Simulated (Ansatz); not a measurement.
## Σ3 (111) boundary in fcc Ni: structure and resistance

Aim: the relaxed structure and the specific resistance of the Σ3 (111) boundary in fcc Ni.

Calculated with Ansatz 0.2.0; Ansatz plane-wave DFT, PBE, PAW files, collinear spin; relaxation of a bicrystal slab with its lowest layers held; PAW set soft_1, in the first sound run; inputs show where later runs differ.

Most raw output is cut from this account.

**1. The starting structure**

The cell holds 10 atoms: 10 Ni. Its edges and angles: a = 2.492 Å, b = 2.492 Å, c = 29.311 Å, α = 90.0°, β = 90.0°, γ = 120.0°. It derives from Ni. built on the (1 1 1) plane; 1 overlapping atoms removed and the grains opened by 0 Å. Vacuum lies along c.

**2. Relaxing the bicrystal**

The boundary is built by mirroring the lower grain in the boundary plane and removing any atoms that overlap. A thin bicrystal slab is relaxed first, with the lowest layers held and the upper grain free to shift and open.

Contents of input.yaml:

```yaml
crystal:
  lattice:
    - [2.4918442969, 0.0, 0.0]
    - [-1.2459221485, 2.1580004634, 0.0]
    - [0.0, 0.0, 29.3112411374]
  atoms:
    - { symbol: Ni, position: [0.6666666666, 0.3333333333, 0.1705830189], spin: 1.0 }
    - { symbol: Ni, position: [1.0, 0.0, 0.2399960587], spin: 1.0 }
    - { symbol: Ni, position: [0.3333333333, 0.6666666667, 0.3094090985], spin: 1.0 }
    - { symbol: Ni, position: [0.6666666667, 0.3333333333, 0.3788221384], spin: 1.0 }
    - { symbol: Ni, position: [0.0, 0.0, 0.4482351782], spin: 1.0 }
    - { symbol: Ni, position: [0.6666666667, 0.3333333333, 0.517648218], spin: 1.0 }
    - { symbol: Ni, position: [0.3333333333, 0.6666666667, 0.5870612579], spin: 1.0 }
    - { symbol: Ni, position: [1.0, 0.0, 0.6564742977], spin: 1.0 }
    - { symbol: Ni, position: [0.6666666666, 0.3333333333, 0.7258873375], spin: 1.0 }
    - { symbol: Ni, position: [0.3333333333, 0.6666666667, 0.7953003774], spin: 1.0 }
magnetization:
  spin_polarized: true
kpoints:
  mp_grid: { grid: [11, 11, 1] }
hamiltonian:
  xc: pbe
  pseudopotentials: { kind: paw, azcp: { folder: soft_1 } }
scf:
  occupations: { method: fermi_dirac, width: 0.1 }
relax:
  f_tol: 0.03
  max_steps: 80
  constraints: [{ sites: [0, 1] }]
```

Launch:

```bash
$ ansatz run input.yaml --threads 8 --pin off --max-ram 15360MiB --backend cpu --events-out ev --progress --plain --runs-dir out
```

The job ended after 2.3 min (8 threads of Arm Neoverse N1, shared host; peak memory 1.2 GiB).

Relaxation path:

```csv
step,energy less that of the first step (eV),largest force component (eV/Å)
1,0.0000,0.1599
2,-0.0018,0.0950
3,-0.0027,0.0027
```

Forces are held to the 6 operations that the run works with; a distortion that breaks them can't arise in this run.

The atoms that moved most (Å):

```csv
atom,dx,dy,dz,length
Ni10,0.000,0.000,-0.044,0.044
Ni9,0.000,0.000,-0.014,0.014
Ni8,0.000,0.000,-0.010,0.010
Ni4,0.000,0.000,-0.009,0.009
Ni7,0.000,0.000,-0.008,0.008
Ni5,0.000,0.000,-0.006,0.006
Ni3,0.000,0.000,-0.005,0.005
```

Final coordinates:

```cif
data_structure
_symmetry_space_group_name_H-M 'P 1'
_symmetry_Int_Tables_number 1
_cell_length_a 2.4918
_cell_length_b 2.4918
_cell_length_c 29.3112
_cell_angle_alpha 90.000
_cell_angle_beta 90.000
_cell_angle_gamma 120.000
_cell_volume 157.62
loop_
_atom_site_label
_atom_site_type_symbol
_atom_site_fract_x
_atom_site_fract_y
_atom_site_fract_z
_atom_site_occupancy
Ni1 Ni 0.66667 0.33333 0.17058 1
Ni2 Ni 0.00000 0.00000 0.24000 1
Ni3 Ni 0.33333 0.66667 0.30924 1
Ni4 Ni 0.66667 0.33333 0.37851 1
Ni5 Ni 0.00000 0.00000 0.44804 1
Ni6 Ni 0.66667 0.33333 0.51751 1
Ni7 Ni 0.33333 0.66667 0.58680 1
Ni8 Ni 0.00000 0.00000 0.65612 1
Ni9 Ni 0.66667 0.33333 0.72541 1
Ni10 Ni 0.33333 0.66667 0.79380 1
```

This step gave:

| Property | Result |
| --- | --- |
| free energy | -58396.2020 eV |
| energy at zero smearing | -58395.9224 eV |
| Fermi energy | 10.87 eV |
| magnetization | 6.282 μB |
| absolute magnetization | 7.212 μB |

The largest force component on a free atom ends at 0.0027 eV/Å, under the tolerance of 0.03, after 3 steps.

**3. Transmission across the boundary**

Bulk layers of each grain are laid under and over the relaxed boundary, and a lead is named in the middle of each, away from the free faces. The mesh across the current, 28×28, is finer than the density's, because channels open and close sharply across the zone. Energies from -0.1 to 0.1 eV in steps of 0.05 eV are too few for the program's thermal sum, so it prints no conductance; for a metal the transmission near the Fermi level serves, at a fraction of the cost.

This step: Ansatz plane-wave DFT, PBE, PAW files, collinear spin; ballistic transport by layer matching (Landauer), zero bias; boundary relaxed in a short slab, bulk layers laid on; PAW set soft_1 (Ansatz 0.2.0).

System of this step: Σ3 (111) boundary in fcc Ni. The cell holds 22 atoms: 22 Ni. Cell: a = 2.492 Å, b = 2.492 Å, c = 50.719 Å, α = 90.0°, β = 90.0°, γ = 120.0°. It derives from Ni. Regions: lower grain, 9 atoms (9 Ni); boundary, 6 atoms (6 Ni); upper grain, 7 atoms (7 Ni). Vacuum lies along c.

Contents of input.yaml:

```yaml
crystal:
  lattice:
    - [2.4918442969, 0.0, 0.0]
    - [-1.2459221485, 2.1580004634, 0.0]
    - [0.0, 0.0, 50.718655903]
  atoms:
    - { symbol: Ni, position: [-4.0000000001, -8.0, 0.0788664433], spin: 1.0 }
    - { symbol: Ni, position: [-3.6666666668, -7.3333333333, 0.1189815117], spin: 1.0 }
    - { symbol: Ni, position: [-3.3333333334, -6.6666666667, 0.15909658], spin: 1.0 }
    - { symbol: Ni, position: [-3.0000000001, -6.0, 0.1992116484], spin: 1.0 }
    - { symbol: Ni, position: [-2.6666666667, -5.3333333333, 0.2393267167], spin: 1.0 }
    - { symbol: Ni, position: [-2.3333333334, -4.6666666667, 0.2794417851], spin: 1.0 }
    - { symbol: Ni, position: [-2.0, -4.0, 0.3195568535], spin: 1.0 }
    - { symbol: Ni, position: [-1.6666666667, -3.3333333333, 0.3596719218], spin: 1.0 }
    - { symbol: Ni, position: [-1.3333333333, -2.6666666667, 0.3997869902], spin: 1.0 }
    - { symbol: Ni, position: [1.0, 0.0, 0.4399020585], spin: 1.0 }
    - { symbol: Ni, position: [0.3333333333, 0.6666666667, 0.4799167849], spin: 1.0 }
    - { symbol: Ni, position: [0.6666666667, 0.3333333333, 0.5199490791], spin: 1.0 }
    - { symbol: Ni, position: [0.0, 0.0, 0.5601363411], spin: 1.0 }
    - { symbol: Ni, position: [0.6666666667, 0.3333333333, 0.6002843922], spin: 1.0 }
    - { symbol: Ni, position: [0.3333333333, 0.6666666667, 0.6403280782], spin: 1.0 }
    - { symbol: Ni, position: [-1.0, -2.0, 0.6804431465], spin: 1.0 }
    - { symbol: Ni, position: [-1.3333333334, -2.6666666667, 0.7205582149], spin: 1.0 }
    - { symbol: Ni, position: [-1.6666666667, -3.3333333333, 0.7606732833], spin: 1.0 }
    - { symbol: Ni, position: [-2.0000000001, -4.0, 0.8007883516], spin: 1.0 }
    - { symbol: Ni, position: [-2.3333333334, -4.6666666667, 0.84090342], spin: 1.0 }
    - { symbol: Ni, position: [-2.6666666667, -5.3333333333, 0.8810184883], spin: 1.0 }
    - { symbol: Ni, position: [-3.0000000001, -6.0, 0.9211335567], spin: 1.0 }
magnetization:
  spin_polarized: true
kpoints:
  mp_grid: { grid: [12, 12, 1] }
hamiltonian:
  xc: pbe
  pseudopotentials: { kind: paw, azcp: { folder: soft_1 } }
scf:
  occupations: { method: fermi_dirac, width: 0.1 }
output:
  transmission:
    leads: [[5, 6], [17, 18]]
    kmesh: [28, 28]
    e_range: [-0.1, 0.1]
    de: 0.05
  write_potential: true
  write_density: true
  volumetric_format: npy
  elf: true
```

Wall time 7 min (8 threads); peak memory 4.5 GiB; 42 min of CPU time.

This step gave:

| Quantity | Value |
| --- | --- |
| free energy | -128473.2110 eV |
| energy at zero smearing | -128472.6035 eV |
| Fermi energy | 15.16 eV |
| magnetization | 14.22 μB |
| absolute magnetization | 16.25 μB |
| cell area | 5.377 Å² |
| transmission, spin up | 0.5938 |
| transmission, spin down | 1.474 |
| open channels, spin up | 0.6467 |
| open channels, upper lead, spin up | 0.6467 |
| open channels, spin down | 1.709 |
| open channels, upper lead, spin down | 1.709 |
| step of the lead's potential | 1.3 meV |
| step of the upper lead's potential | 2.3 meV |

Per spin. Table of transmission, zone mean by energy, zero at the Fermi level:

```csv
energy (eV),T up,T down
-0.1000,0.560,1.40
-0.0500,0.571,1.42
0.0000,0.594,1.47
0.0500,0.599,1.55
0.1000,0.604,1.50
```

Per spin. Open channels, zone mean against energy, zero at the Fermi level:

```csv
energy (eV),lead up,upper lead up,lead down,upper lead down
-0.1000,0.601,0.601,1.67,1.67
-0.0500,0.631,0.631,1.69,1.69
0.0000,0.647,0.647,1.71,1.71
0.0500,0.647,0.647,1.77,1.77
0.1000,0.647,0.647,1.90,1.89
```

Transmission over k1 and k2. At 0.0000 eV from the Fermi level, spin up.

Values, 12 rows by 16 columns, each cell a mean:
```
0.31 0.59 0.48 0.50 0.38 0.48 0.51 0.64 0.55 0.10 0.00 0.00 0.00 0.00 0.00 0.00
0.06 0.68 0.99 1.00 1.00 1.00 1.00 1.00 0.93 0.59 0.06 0.00 0.00 0.00 0.00 0.00
0.00 0.80 1.00 1.00 1.00 1.00 1.00 1.00 1.00 0.99 0.79 0.18 0.00 0.00 0.00 0.00
0.00 0.59 0.99 1.00 1.00 1.00 1.00 1.00 1.00 1.00 1.00 0.75 0.37 0.02 0.00 0.00
0.06 0.75 1.00 1.00 1.00 1.00 1.00 1.00 1.00 1.00 1.00 1.00 0.98 0.55 0.13 0.00
0.42 0.70 0.99 1.00 1.00 1.00 1.00 1.00 0.75 1.00 1.00 1.00 1.00 0.98 0.75 0.42
0.11 0.29 0.67 0.99 1.00 1.00 1.00 1.00 1.00 1.00 1.00 1.00 1.00 1.00 0.95 0.54
0.00 0.00 0.03 0.47 0.99 1.00 1.00 1.00 1.00 1.00 1.00 1.00 1.00 1.00 0.98 0.37
0.00 0.00 0.00 0.00 0.14 0.86 1.00 1.00 1.00 1.00 1.00 1.00 1.00 1.00 0.93 0.23
0.00 0.00 0.00 0.00 0.00 0.11 0.68 0.98 1.00 1.00 1.00 1.00 1.00 1.00 0.97 0.34
0.00 0.00 0.00 0.00 0.00 0.00 0.06 0.57 0.86 0.91 0.96 0.83 0.98 0.93 0.82 0.48
0.23 0.02 0.00 0.00 0.00 0.00 0.00 0.18 0.49 0.27 0.12 0.06 0.13 0.11 0.24 0.40
```
Columns: k1 (b1) from -0.5 to 0.464; rows upwards: k2 (b2) from -0.5 to 0.464.

Open channels over k1 and k2. At 0.0000 eV from the Fermi level, spin up.

Ten even steps from '_' (0.00) to '@' (1.00), each cell a mean:
```
##@@@@@@::::::::__::::::@@@@@@@@________________________
__@@@@@@@@@@@@@@==@@@@@@@@@@@@@@==______________________
__--@@@@@@@@@@@@@@@@@@@@@@@@@@@@@@______________________
____@@@@@@@@@@@@@@@@@@@@@@@@@@@@@@%%____________________
____@@@@@@@@@@@@@@@@@@@@@@@@@@@@@@@@@@::________________
____++@@@@@@@@@@@@@@@@@@@@@@@@@@@@@@@@@@________________
____##@@@@@@@@@@@@@@@@@@@@@@@@@@@@@@@@@@####____________
____@@@@@@@@@@@@@@@@@@@@@@@@@@@@@@@@@@@@@@@@@@..________
__--@@@@@@@@@@@@@@@@@@@@@@@@@@@@@@@@@@@@@@@@@@@@----____
++@@@@@@@@@@@@@@@@@@@@@@@@@@@@@@@@@@@@@@@@@@@@@@@@@@++++
@@@@@@@@@@@@@@@@@@@@@@@@@@@@::@@@@@@@@@@@@@@@@@@@@@@@@@@
######@@@@@@@@@@@@@@@@@@@@@@@@@@@@@@@@@@@@@@@@@@@@@@@@@@
______++++@@@@@@@@@@@@@@@@@@@@@@@@@@@@@@@@@@@@@@@@@@@@++
__________--@@@@@@@@@@@@@@@@@@@@@@@@@@@@@@@@@@@@@@@@@@__
____________..@@@@@@@@@@@@@@@@@@@@@@@@@@@@@@@@@@@@@@@@__
__________________@@@@@@@@@@@@@@@@@@@@@@@@@@@@@@@@@@::__
__________________++@@@@@@@@@@@@@@@@@@@@@@@@@@@@@@@@@@__
____________________::@@@@@@@@@@@@@@@@@@@@@@@@@@@@@@@@__
________________________@@@@@@@@@@@@@@@@@@@@@@@@@@@@@@..
________________________**@@@@@@@@@@@@@@**@@@@@@@@@@@@@@
++________________________@@@@@@@@======__========@@@@@@
@@##______________________@@@@@@::________________::::@@
```
Columns: k1 (b1) from -0.5 to 0.464; rows upwards: k2 (b2) from -0.5 to 0.464.

Transmission over k1 and k2. At 0.0000 eV from the Fermi level, spin down.

Values, 12 rows by 16 columns, each cell a mean:
```
1.10 1.34 1.05 1.06 1.11 1.13 1.07 1.16 1.44 0.71 0.49 1.03 1.03 1.01 0.93 0.37
0.94 1.16 1.46 2.26 1.99 2.06 2.04 1.96 1.58 1.13 0.94 1.08 1.38 1.89 1.50 0.98
0.97 1.20 2.40 1.88 1.90 1.88 1.87 1.90 1.95 2.20 1.50 0.96 0.98 1.33 1.36 0.98
0.97 1.33 1.98 1.84 1.92 1.91 1.91 1.91 1.92 1.89 1.73 1.99 1.03 0.97 1.11 0.92
0.88 1.19 2.12 1.85 1.90 1.91 1.88 1.86 1.88 1.90 1.89 1.72 2.09 1.22 0.81 0.40
1.27 1.39 1.86 1.89 1.92 1.91 1.87 1.81 1.78 1.86 1.90 1.92 1.96 1.75 1.50 1.24
0.97 0.95 0.99 2.20 1.95 1.91 1.90 1.87 1.82 1.84 1.89 1.91 1.91 2.11 1.63 1.12
0.82 0.51 0.95 1.09 1.77 1.98 1.88 1.91 1.89 1.89 1.90 1.91 1.89 1.88 1.89 0.93
0.98 1.13 1.28 0.98 1.04 1.65 1.97 1.90 1.92 1.91 1.91 1.92 1.92 1.89 1.96 0.95
0.98 1.01 1.74 1.41 1.03 0.96 1.34 2.05 1.87 1.99 1.82 1.84 2.01 2.13 1.81 0.92
0.76 0.90 1.44 1.29 1.34 0.93 0.67 1.00 1.62 1.80 1.61 1.82 1.88 1.50 1.33 1.16
1.15 0.57 0.95 0.98 0.98 0.94 0.54 1.08 1.36 0.93 0.93 0.96 0.96 0.95 0.98 1.19
```
Columns: k1 (b1) from -0.5 to 0.464; rows upwards: k2 (b2) from -0.5 to 0.464.

Open channels over k1 and k2. At 0.0000 eV from the Fermi level, spin down.

Ten even steps from '0' (0.00) to '9' (3.79), each cell a mean:
```
4555222222224555402222222204
2569233344333576311233223311
2345666667566684322235465522
2224755555555556522223377322
2225755555555555763222225322
2226655555555555565522223522
2227755555555555555762222322
2225555555555555555555322202
2325755555555555555556632301
4553755555555555555555662645
5558755555555555555555556955
4547275555555555555555557365
2314246655555555555555557524
2102223655555555555555556522
2222222377555555555555557722
2225322226565555555555556722
2223522222366555555555557522
2222762222236755555555557522
2225574532223386775757777333
2114422442114684444664442965
4302222222104556422222222655
5522222222223555322222222335
```
Columns: k1 (b1) from -0.5 to 0.464; rows upwards: k2 (b2) from -0.5 to 0.464.

Slowest decay crystal 1 over k1 and k2. At 0.0000 eV from the Fermi level, spin up.

Values, 12 rows by 16 columns, each cell a mean:
```
0.051 0.000 0.047 0.111 0.158 0.124 0.061 0.000 0.000 0.141 0.302 0.393 0.440 0.424 0.359 0.251
0.214 0.017 0.000 0.000 0.000 0.000 0.000 0.000 0.000 0.035 0.244 0.390 0.471 0.495 0.460 0.382
0.339 0.042 0.000 0.000 0.000 0.000 0.000 0.000 0.000 0.000 0.043 0.275 0.425 0.470 0.473 0.431
0.322 0.067 0.000 0.000 0.000 0.000 0.000 0.000 0.000 0.000 0.000 0.025 0.200 0.345 0.384 0.377
0.176 0.017 0.000 0.000 0.000 0.000 0.000 0.000 0.000 0.000 0.000 0.000 0.000 0.077 0.179 0.238
0.011 0.000 0.000 0.000 0.000 0.000 0.000 0.000 0.033 0.000 0.000 0.000 0.000 0.000 0.003 0.021
0.096 0.077 0.020 0.000 0.000 0.000 0.000 0.000 0.000 0.000 0.000 0.000 0.000 0.000 0.000 0.011
0.293 0.310 0.266 0.129 0.000 0.000 0.000 0.000 0.000 0.000 0.000 0.000 0.000 0.000 0.000 0.124
0.385 0.423 0.428 0.391 0.253 0.026 0.000 0.000 0.000 0.000 0.000 0.000 0.000 0.000 0.006 0.201
0.368 0.450 0.493 0.484 0.416 0.276 0.050 0.000 0.000 0.000 0.000 0.000 0.000 0.000 0.000 0.136
0.255 0.377 0.451 0.479 0.442 0.360 0.210 0.017 0.000 0.000 0.000 0.017 0.000 0.000 0.000 0.022
0.055 0.215 0.328 0.392 0.400 0.343 0.242 0.062 0.000 0.077 0.207 0.292 0.295 0.229 0.114 0.025
```
Columns: k1 (b1) from -0.5 to 0.464; rows upwards: k2 (b2) from -0.5 to 0.464.

Spin density in the ca plane at fractional y = 0.000, with atoms of Ni within 0.2 Å of it.

Values in units of 1e-1 e/Å³, 5 rows by 16 columns, each cell a mean:
```
 4.2 -0.1 -0.1 -0.1 -0.1  2.4  4.6 -0.1 -0.1 -0.1 -0.1  2.1  5.2  0.1  0.0  0.0
 0.2  0.0  0.1  0.1  0.1  0.1  0.2  0.0  0.1  0.1  0.1  0.1  0.3  0.0  0.0  0.0
-0.1  0.1  0.3  0.2  0.2 -0.1 -0.1  0.1  0.3  0.2  0.3 -0.1 -0.1  0.0  0.0  0.0
 0.8  0.0  0.0  0.0  0.0  0.5  0.9  0.0  0.0  0.0  0.0  0.4  1.0  0.0  0.0  0.0
 7.8 -0.1 -0.1 -0.1 -0.1  4.3  8.5 -0.1 -0.1 -0.1 -0.1  3.8  9.6  0.1  0.0  0.0
```
Columns run along c (16.0 Å, from fractional 0.68 to 1.00 of the cell), rows up along a (2.5 Å). Atoms in or near the plane, at fractional coordinates: Ni at (0.80, 0.00), Ni at (0.92, 0.00).

Electrostatic potential energy in the ca plane at fractional y = 0.000, with atoms of Ni within 0.2 Å of it. With pseudopotentials it is smooth inside the atoms' cores, unlike the true potential.

Values in eV, 5 rows by 16 columns, each cell a mean:
```
 2 15 15 16 15  2  2 14 15 16 15  3  2 17 20 20
 6  9  6  9  6  9  6  9  5  9  5  9  5 19 20 20
14  5  1  5  1 15 14  6  0  6  0 15 14 19 20 20
 1 12 10 12 10  4  0 12 10 13 10  5  0 18 20 20
 5 15 17 17 16  4  6 14 16 17 16  4  6 16 20 20
```
Columns run along c (16.0 Å, from fractional 0.68 to 1.00 of the cell; values clipped at the 3rd and 97th percentile), rows up along a (2.5 Å). Atoms in or near the plane, at fractional coordinates: Ni at (0.80, 0.00), Ni at (0.92, 0.00).

(Continued in part 2 of 2.)

[Logs are printed without paths, hosts, clocks, repeated set-up lines and the standing remarks that a program may print on its own settings, such as how far it seeks lower states.]

[Hosts, paths, dates, database ids (printed as entryN), source tags and the programs' standing remarks are cut or masked in the printed files.]
